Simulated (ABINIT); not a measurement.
# BN (Qingsongite): making up for missing bands, part 2 of 2

Can a closure trick stand in for empty bands in GW on BN (Qingsongite)?

ABINIT 10.8.3; PBE and many-body steps on it, plane waves. Known limits of the many-body steps: short of the basis limit.

So far. Step 3 (Screening, 8×8×8 mesh, 53 bands, screening to 228.6 eV): Local fields lower ε∞ by 7 %. Step 4 (53 bands): The gap on the mesh goes from 4.53 eV to 5.96 eV, a correction of +1.43 eV.

## Step 6: 12 bands

This step: G0W0 on PBE, plane waves, norm-conserving pseudopotentials.

run.abi reads:

```
acell 3*1.0 Angstrom
rprim 
  -0.000000000000 1.807500000000 1.807500000000
  1.807500000000 0.000000000000 1.807500000000
  1.807500000000 1.807500000000 -0.000000000000
ntypat 2
znucl 5 7
natom 2
typat 1 2
xred 
  0.000000000000 0.000000000000 0.000000000000
  0.250000000000 0.250000000000 0.250000000000
pp_dirpath "pseudos"
pseudos "B.upf, N.upf"
ecut 36
ngkpt 8 8 8
nshiftk 1
shiftk 0 0 0
kptopt 1
chksymbreak 0
istwfk *1
occopt 1
irdwfk 1
optdriver 4
nband 12
gwcalctyp 0
ecutsigx 36
symsigma 1
nkptgw 2
kptgw 
  0.0000000000 0.0000000000 0.0000000000
  0.5000000000 0.5000000000 0.0000000000
bdgw 
  2 7
  3 6
ecuteps 8.4
irdscr 1
ppmodel 1
indata_prefix "in"
outdata_prefix "out"
tmpdata_prefix "tmp"
```

Run with:

```
$ OMP_NUM_THREADS=1 mpirun -n 6 abinit run.abi > log
```

The log of the run:

```text
.Version 10.8.3 of ABINIT. v10.8.2 released Aug 2026.

 Symmetries : space group F-4 3 m (#216); Bravais cF (face-center cubic)
[... echo of the input left out ...]
== DATASET  1 ==================================================================
-   mpi_nproc: 6, omp_nthreads: 1 (-1 if OMP is not activated)

--- !DatasetInfo
iteration_state: {dtset: 1, }
dimensions: {natom: 2, nkpt: 29, mband: 12, nsppol: 1, nspinor: 1, nspden: 1, mpw: 869, }
cutoff_energies: {ecut:  36.0, pawecutdg:  -1.0, }
electrons: {nelect:   8.00000000E+00, charge:   0.00000000E+00, occopt:   1.00000000E+00, tsmear:   1.00000000E-02, }

 SIGMA: Calculation of the GW corrections

 Based on a program developped by R.W. Godby, V. Olevano, G. Onida, and L. Reining.
 Incorporated in ABINIT by V. Olevano, G.-M. Rignanese, and M. Torrent.
.Using double precision arithmetic ; gwpc =  8

[... cell and pseudopotentials left out ...]
--------------------------------------------------------------------------------

 ==== K-mesh for the wavefunctions ====
 Number of points in the irreducible wedge :    29
[... list of points left out ...]
 Together with 24 symmetry operations and time-reversal symmetry
 yields   512 points in the full Brillouin Zone.

 ==== Q-mesh for screening function ====
 Number of points in the irreducible wedge :    29
[... list of points left out ...]
 Together with 24 symmetry operations and time-reversal symmetry
 yields   512 points in the full Brillouin Zone.

 vcoul_init : cutoff-mode = AUXILIARY_FUNCTION
 q-points for optical limit:   1
     1)      0.000010    0.000020    0.000030
 setmesh: FFT mesh size selected  =    25x   25x   25
          total number of points  =        15625

 Number of electrons calculated from density =    8.0000; Expected =    8.0000
[...]
number of omega for Sigma on real axis              0
 max omega for Sigma on real axis  [eV]           0.00
 zcut for avoiding poles [eV]                     0.10

 EPSILON^-1 parameters (SCR file):
 dimension of the eps^-1 matrix on file             89
 dimension of the eps^-1 matrix used                89
 number of plane-waves for wavefunctions           869
 number of bands                                    12
 number of q-points in IBZ                          29
 number of frequencies                               2
 number of real frequencies                          1
 number of imag frequencies                          1

 matrix elements of self-energy operator (all in [eV])

 Perturbative Calculation

--- !SelfEnergy_ee
iteration_state: {dtset: 1, }
kpoint     : [   0.000,    0.000,    0.000, ]
spin       : 1
KS_gap     :    8.878
QP_gap     :   11.107
Delta_QP_KS:    2.229
data: !SigmaeeData |
     Band     E0 <VxcDFT>   SigX SigC(E0)      Z dSigC/dE  Sig(E)    E-E0       E
        2   8.220 -18.520 -22.080   3.614   0.834  -0.200 -18.475   0.045   8.265
        3   8.220 -18.520 -22.080   3.614   0.834  -0.200 -18.475   0.045   8.265
        4   8.220 -18.520 -22.080   3.614   0.834  -0.200 -18.475   0.045   8.265
[...]
--- !SelfEnergy_ee
iteration_state: {dtset: 1, }
kpoint     : [   0.500,    0.500,    0.000, ]
spin       : 1
KS_gap     :    9.442
QP_gap     :   11.523
Delta_QP_KS:    2.081
data: !SigmaeeData |
     Band     E0 <VxcDFT>   SigX SigC(E0)      Z dSigC/dE  Sig(E)    E-E0       E
[...]
5  12.755 -12.570  -7.394  -3.475   0.861  -0.162 -11.106   1.464  14.219
        6  17.562 -12.696  -6.779  -3.920   0.858  -0.165 -10.983   1.713  19.275

== END DATASET(S) ==============================================================
================================================================================

 -outvars: echo values of variables after computation  --------
           etotal      0.0000000000E+00
            nband          12
             nkpt          29
          spgroup         216
 [... the other variables as echoed above ...]

 Calculation completed.
```

Wall time 6.5 s (6 MPI ranks of Arm Neoverse V2, shared host); peak memory 0.67 GiB.

Read from the output:

| Quantity | Value |
| --- | --- |
| G0W0 gap on the mesh | 5.954 eV |
| starting gap on the mesh | 4.535 eV |
| k of the valence top | 0, 0, 0 |
| k of the conduction bottom | 0.5, 0.5, 0 |
| Z at the valence top | 0.834 |
| Z at the conduction bottom | 0.861 |
| least direct G0W0 gap on the computed points | 11.11 eV |

Against G0W0 in ABINIT (8×8×8 mesh, 53 bands, screening to 228.6 eV, Godby-Needs plasmon pole), the gap moves by −0.006 eV.

## Step 7: Screening, 8×8×8 mesh, 12 bands, screening to 228.6 eV

This step: RPA screening on PBE, plane waves, norm-conserving pseudopotentials.

Changes to run.abi since step 6:

```diff
@@ -23,17 +23,10 @@
 irdwfk 1
-optdriver 4
+optdriver 3
 nband 12
-gwcalctyp 0
-ecutsigx 36
-symsigma 1
-nkptgw 2
-kptgw 
-  0.0000000000 0.0000000000 0.0000000000
-  0.5000000000 0.5000000000 0.0000000000
-bdgw 
-  2 7
-  3 6
 ecuteps 8.4
-irdscr 1
-ppmodel 1
+inclvkb 2
+awtr 1
+symchi 1
+gwcomp 1
+gwencomp 2
 indata_prefix "in"
```

Run with:

```
$ OMP_NUM_THREADS=1 mpirun -n 8 abinit run.abi > log
```

The log of the run:

```text
.Version 10.8.3 of ABINIT. v10.8.2 released Aug 2026.

 Symmetries : space group F-4 3 m (#216); Bravais cF (face-center cubic)
[... echo of the input left out ...]
== DATASET  1 ==================================================================
-   mpi_nproc: 8, omp_nthreads: 1 (-1 if OMP is not activated)

--- !DatasetInfo
iteration_state: {dtset: 1, }
dimensions: {natom: 2, nkpt: 29, mband: 12, nsppol: 1, nspinor: 1, nspden: 1, mpw: 869, }
cutoff_energies: {ecut:  36.0, pawecutdg:  -1.0, }
[...]
--------------------------------------------------------------------------------
[... chi0 elements left out ...]
 For q-point:  0.000010 0.000020 0.000030
  dielectric constant =   4.3117
  dielectric constant without local fields =   4.6145

  Average fulfillment of the sum rule on Im[epsilon] for q-point    1 :    107.22  [%]
[... wings left out ...]
  q-point number  2        q = ( 0.125000, 0.000000, 0.000000) [r.l.u.]
--------------------------------------------------------------------------------
[... chi0 elements left out ...]
  Average fulfillment of the sum rule on Im[epsilon] for q-point    2 :    109.00  [%]

 [... 27 further q-points ...]
```

Elapsed: 2 min, on 8 MPI ranks; peak memory 0.78 GiB; 6.7 min of CPU time.

Numbers from this step:

- ε∞ with local fields, on this mesh: 4.312
- ε∞ without local fields, on this mesh: 4.614
- plasma frequency: 30.56 eV
- plane waves in the screening matrix: 89

## Step 8: 12 bands, completed

This step: G0W0 on PBE, plane waves, norm-conserving pseudopotentials.

Changes to run.abi since step 7:

```diff
@@ -23,8 +23,17 @@
 irdwfk 1
-optdriver 3
+optdriver 4
 nband 12
+gwcalctyp 0
+ecutsigx 36
+symsigma 1
+nkptgw 2
+kptgw 
+  0.0000000000 0.0000000000 0.0000000000
+  0.5000000000 0.5000000000 0.0000000000
+bdgw 
+  2 7
+  3 6
 ecuteps 8.4
-inclvkb 2
-awtr 1
-symchi 1
+irdscr 1
+ppmodel 1
 gwcomp 1
```

Run with:

```
$ OMP_NUM_THREADS=1 mpirun -n 6 abinit run.abi > log
```

The log of the run:

```text
.Version 10.8.3 of ABINIT. v10.8.2 released Aug 2026.

 Symmetries : space group F-4 3 m (#216); Bravais cF (face-center cubic)
[... echo of the input left out ...]
== DATASET  1 ==================================================================
-   mpi_nproc: 6, omp_nthreads: 1 (-1 if OMP is not activated)

--- !DatasetInfo
iteration_state: {dtset: 1, }
dimensions: {natom: 2, nkpt: 29, mband: 12, nsppol: 1, nspinor: 1, nspden: 1, mpw: 869, }
cutoff_energies: {ecut:  36.0, pawecutdg:  -1.0, }
[...]
Band     E0 <VxcDFT>   SigX SigC(E0)      Z dSigC/dE  Sig(E)    E-E0       E
[...]
5  12.755 -12.570  -7.394  -4.453   0.861  -0.162 -11.948   0.622  13.377
        6  17.562 -12.696  -6.779  -5.023   0.859  -0.164 -11.927   0.769  18.331

== END DATASET(S) ==============================================================
================================================================================

 -outvars: echo values of variables after computation  --------
           etotal      0.0000000000E+00
            nband          12
             nkpt          29
          spgroup         216
 [... the other variables as echoed above ...]

 Calculation completed.
```

Wall time 10 s (6 MPI ranks); peak memory 0.41 GiB; 26 s of CPU time.

Numbers from this step:

| Quantity | Value |
| --- | --- |
| G0W0 gap on the mesh | 6.178 eV |
| starting gap on the mesh | 4.535 eV |
| k of the valence top | 0, 0, 0 |
| k of the conduction bottom | 0.5, 0.5, 0 |
| least direct G0W0 gap on the computed points | 11.11 eV |

Against G0W0 in ABINIT (8×8×8 mesh, 53 bands, screening to 228.6 eV, Godby-Needs plasmon pole), the gap moves by +0.218 eV.

## Step 9: Screening, 8×8×8 mesh, 21 bands, screening to 228.6 eV

This step: RPA screening on PBE, plane waves, norm-conserving pseudopotentials.

Changes to run.abi since step 8:

```diff
@@ -23,19 +23,8 @@
 irdwfk 1
-optdriver 4
-nband 12
-gwcalctyp 0
-ecutsigx 36
-symsigma 1
-nkptgw 2
-kptgw 
-  0.0000000000 0.0000000000 0.0000000000
-  0.5000000000 0.5000000000 0.0000000000
-bdgw 
-  2 7
-  3 6
+optdriver 3
+nband 21
 ecuteps 8.4
-irdscr 1
-ppmodel 1
-gwcomp 1
-gwencomp 2
+inclvkb 2
+awtr 1
+symchi 1
 indata_prefix "in"
```

Run with:

```
$ OMP_NUM_THREADS=1 mpirun -n 8 abinit run.abi > log
```

The log of the run:

```text
.Version 10.8.3 of ABINIT. v10.8.2 released Aug 2026.

 Symmetries : space group F-4 3 m (#216); Bravais cF (face-center cubic)
[... echo of the input left out ...]
== DATASET  1 ==================================================================
-   mpi_nproc: 8, omp_nthreads: 1 (-1 if OMP is not activated)

--- !DatasetInfo
iteration_state: {dtset: 1, }
dimensions: {natom: 2, nkpt: 29, mband: 21, nsppol: 1, nspinor: 1, nspden: 1, mpw: 869, }
cutoff_energies: {ecut:  36.0, pawecutdg:  -1.0, }
[...]
--------------------------------------------------------------------------------
[... chi0 elements left out ...]
 For q-point:  0.000010 0.000020 0.000030
  dielectric constant =   4.3034
  dielectric constant without local fields =   4.6509

  Average fulfillment of the sum rule on Im[epsilon] for q-point    1 :     45.06  [%]
[... wings left out ...]
  q-point number  2        q = ( 0.125000, 0.000000, 0.000000) [r.l.u.]
--------------------------------------------------------------------------------
[... chi0 elements left out ...]
  Average fulfillment of the sum rule on Im[epsilon] for q-point    2 :     85.81  [%]

 [... 27 further q-points ...]
```

Run time: 59 s. Hardware: 8 MPI ranks; peak memory 0.79 GiB.

Read from the output:

```yaml
eps_infinity_with_local_fields_on_this_mesh: 4.303
eps_infinity_without_local_fields_on_this_mesh: 4.651
plasma_frequency: 30.56 eV
plane_waves_in_the_screening_matrix: 89
```

## Step 10: 21 bands

This step: G0W0 on PBE, plane waves, norm-conserving pseudopotentials.

Changes to run.abi since step 9:

```diff
@@ -23,8 +23,17 @@
 irdwfk 1
-optdriver 3
+optdriver 4
 nband 21
+gwcalctyp 0
+ecutsigx 36
+symsigma 1
+nkptgw 2
+kptgw 
+  0.0000000000 0.0000000000 0.0000000000
+  0.5000000000 0.5000000000 0.0000000000
+bdgw 
+  2 7
+  3 6
 ecuteps 8.4
-inclvkb 2
-awtr 1
-symchi 1
+irdscr 1
+ppmodel 1
 indata_prefix "in"
```

The log of the run:

```text
.Version 10.8.3 of ABINIT. v10.8.2 released Aug 2026.

 Symmetries : space group F-4 3 m (#216); Bravais cF (face-center cubic)
[... echo of the input left out ...]
== DATASET  1 ==================================================================
-   mpi_nproc: 8, omp_nthreads: 1 (-1 if OMP is not activated)

--- !DatasetInfo
iteration_state: {dtset: 1, }
dimensions: {natom: 2, nkpt: 29, mband: 21, nsppol: 1, nspinor: 1, nspden: 1, mpw: 869, }
cutoff_energies: {ecut:  36.0, pawecutdg:  -1.0, }
[...]
Band     E0 <VxcDFT>   SigX SigC(E0)      Z dSigC/dE  Sig(E)    E-E0       E
[...]
5  12.755 -12.570  -7.394  -3.981   0.857  -0.167 -11.546   1.024  13.779
        6  17.562 -12.696  -6.779  -4.489   0.855  -0.169 -11.475   1.221  18.783

== END DATASET(S) ==============================================================
================================================================================

 -outvars: echo values of variables after computation  --------
           etotal      0.0000000000E+00
            nband          21
             nkpt          29
          spgroup         216
 [... the other variables as echoed above ...]

 Calculation completed.
```

The job ended after 15 s (8 MPI ranks; peak memory 0.87 GiB).

Numbers from this step:

```
G0W0 gap on the mesh                         : 5.883 eV
starting gap on the mesh                     : 4.535 eV
k of the valence top                         : 0, 0, 0
k of the conduction bottom                   : 0.5, 0.5, 0
least direct G0W0 gap on the computed points : 10.93 eV
```

Against G0W0 in ABINIT (8×8×8 mesh, 53 bands, screening to 228.6 eV, Godby-Needs plasmon pole), the gap moves by −0.077 eV.

## Step 11: Screening, 8×8×8 mesh, 21 bands, screening to 228.6 eV

This step: RPA screening on PBE, plane waves, norm-conserving pseudopotentials.

Changes to run.abi since step 10:

```diff
@@ -23,17 +23,10 @@
 irdwfk 1
-optdriver 4
+optdriver 3
 nband 21
-gwcalctyp 0
-ecutsigx 36
-symsigma 1
-nkptgw 2
-kptgw 
-  0.0000000000 0.0000000000 0.0000000000
-  0.5000000000 0.5000000000 0.0000000000
-bdgw 
-  2 7
-  3 6
 ecuteps 8.4
-irdscr 1
-ppmodel 1
+inclvkb 2
+awtr 1
+symchi 1
+gwcomp 1
+gwencomp 2
 indata_prefix "in"
```

The log of the run:

```text
.Version 10.8.3 of ABINIT. v10.8.2 released Aug 2026.

 Symmetries : space group F-4 3 m (#216); Bravais cF (face-center cubic)
[... echo of the input left out ...]
== DATASET  1 ==================================================================
-   mpi_nproc: 8, omp_nthreads: 1 (-1 if OMP is not activated)

--- !DatasetInfo
iteration_state: {dtset: 1, }
dimensions: {natom: 2, nkpt: 29, mband: 21, nsppol: 1, nspinor: 1, nspden: 1, mpw: 869, }
cutoff_energies: {ecut:  36.0, pawecutdg:  -1.0, }
[...]
--------------------------------------------------------------------------------
[... chi0 elements left out ...]
 For q-point:  0.000010 0.000020 0.000030
  dielectric constant =   4.3145
  dielectric constant without local fields =   4.6509

  Average fulfillment of the sum rule on Im[epsilon] for q-point    1 :    110.01  [%]
[... wings left out ...]
  q-point number  2        q = ( 0.125000, 0.000000, 0.000000) [r.l.u.]
--------------------------------------------------------------------------------
[... chi0 elements left out ...]
  Average fulfillment of the sum rule on Im[epsilon] for q-point    2 :    104.14  [%]

 [... 27 further q-points ...]
```

Wall time 62 s (8 MPI ranks); peak memory 0.81 GiB; 4.8 min of CPU time.

Read from the output:

```
ε∞ with local fields, on this mesh    : 4.314
ε∞ without local fields, on this mesh : 4.651
plasma frequency                      : 30.56 eV
plane waves in the screening matrix   : 89
```

## Step 12: 21 bands, completed

This step: G0W0 on PBE, plane waves, norm-conserving pseudopotentials.

Changes to run.abi since step 11:

```diff
@@ -23,8 +23,17 @@
 irdwfk 1
-optdriver 3
+optdriver 4
 nband 21
+gwcalctyp 0
+ecutsigx 36
+symsigma 1
+nkptgw 2
+kptgw 
+  0.0000000000 0.0000000000 0.0000000000
+  0.5000000000 0.5000000000 0.0000000000
+bdgw 
+  2 7
+  3 6
 ecuteps 8.4
-inclvkb 2
-awtr 1
-symchi 1
+irdscr 1
+ppmodel 1
 gwcomp 1
```

The log of the run:

```text
.Version 10.8.3 of ABINIT. v10.8.2 released Aug 2026.

 Symmetries : space group F-4 3 m (#216); Bravais cF (face-center cubic)
[... echo of the input left out ...]
== DATASET  1 ==================================================================
-   mpi_nproc: 8, omp_nthreads: 1 (-1 if OMP is not activated)

--- !DatasetInfo
iteration_state: {dtset: 1, }
dimensions: {natom: 2, nkpt: 29, mband: 21, nsppol: 1, nspinor: 1, nspden: 1, mpw: 869, }
cutoff_energies: {ecut:  36.0, pawecutdg:  -1.0, }
[...]
Band     E0 <VxcDFT>   SigX SigC(E0)      Z dSigC/dE  Sig(E)    E-E0       E
[...]
5  12.755 -12.570  -7.394  -4.502   0.856  -0.168 -11.992   0.577  13.333
        6  17.562 -12.696  -6.779  -5.081   0.854  -0.171 -11.983   0.713  18.275

== END DATASET(S) ==============================================================
================================================================================

 -outvars: echo values of variables after computation  --------
           etotal      0.0000000000E+00
            nband          21
             nkpt          29
          spgroup         216
 [... the other variables as echoed above ...]

 Calculation completed.
```

Elapsed: 11 s, on 8 MPI ranks; peak memory 0.88 GiB; 35 s of CPU time.

This step gave:

```yaml
g0w0_gap_on_the_mesh: 6.082 eV
starting_gap_on_the_mesh: 4.535 eV
k_of_the_valence_top: 0, 0, 0
k_of_the_conduction_bottom: 0.5, 0.5, 0
least_direct_g0w0_gap_on_the_computed_points: 11.00 eV
```

Against G0W0 in ABINIT (8×8×8 mesh, 53 bands, screening to 228.6 eV, Godby-Needs plasmon pole), the gap moves by +0.122 eV.

## Step 13: Side by side

Times are wall times on the hardware named with each run, good to a factor of about two. A run's time includes the screening step that it read.

```
                run   mesh  bands  screening cutoff (eV)  DFT gap (eV)  gap on the mesh (eV)  direct (eV)  ε∞ used     time
           53 bands  8×8×8     53                  228.6         4.535                 5.960       10.895     4.31     22 s
           12 bands  8×8×8     12                  228.6         4.535                 5.954       11.107     4.29     46 s
12 bands, completed  8×8×8     12                  228.6         4.535                 6.178       11.106     4.31  2.2 min
           21 bands  8×8×8     21                  228.6         4.535                 5.883       10.928     4.30     73 s
21 bands, completed  8×8×8     21                  228.6         4.535                 6.082       11.002     4.31     73 s
```

## Step 14: What came out

| Item | Value |
| --- | --- |
| 53 bands | 5.960 eV |
| 12 bands | 5.954 eV |
| 12 bands, completed | 6.178 eV |
| 21 bands | 5.883 eV |
| 21 bands, completed | 6.082 eV |

12 bands: −0.006 eV against 53 bands. 12 bands, completed: +0.218 eV against 53 bands. 21 bands: −0.077 eV against 53 bands. 21 bands, completed: +0.122 eV against 53 bands. The row with most bands is itself short of the limit, so it is no exact reference, and agreement of a truncated run with it can be a cancellation between the edges.

[Long decimals in the printed logs are rounded to 6 places.]

[Logs are printed without paths, hosts, clocks, repeated set-up lines and the standing remarks that a program may print on its own settings, such as how far it seeks lower states.]

[Paths, hosts, dates, memory and timing lines, banners, echoed tables and standing remarks are left out of the program output; an Ansatz launch command may be rebuilt from the run's recorded settings. Measured values are a selection of at most five: reports struck by readers or far from the other reports are left out. None is set beside runs whose start may be inverted or whose files or cutoffs have a known fault.]

[Runs of the session that timed out or met a known fault of the program may be left out.]

[Hosts, paths, dates, database ids (printed as entryN), source tags and the programs' standing remarks are cut or masked in the printed files.]

[G0W0 gaps are taken among the corrected bands and points alone; a level outside them can change the order at an edge.]

[Where Ansatz stands beside ABINIT at settings called matched, ABINIT's density can come from a denser mesh and the files from another edition; pairs whose starting gaps differed by over 0.03 eV were left out, so agreement reads better than it is.]
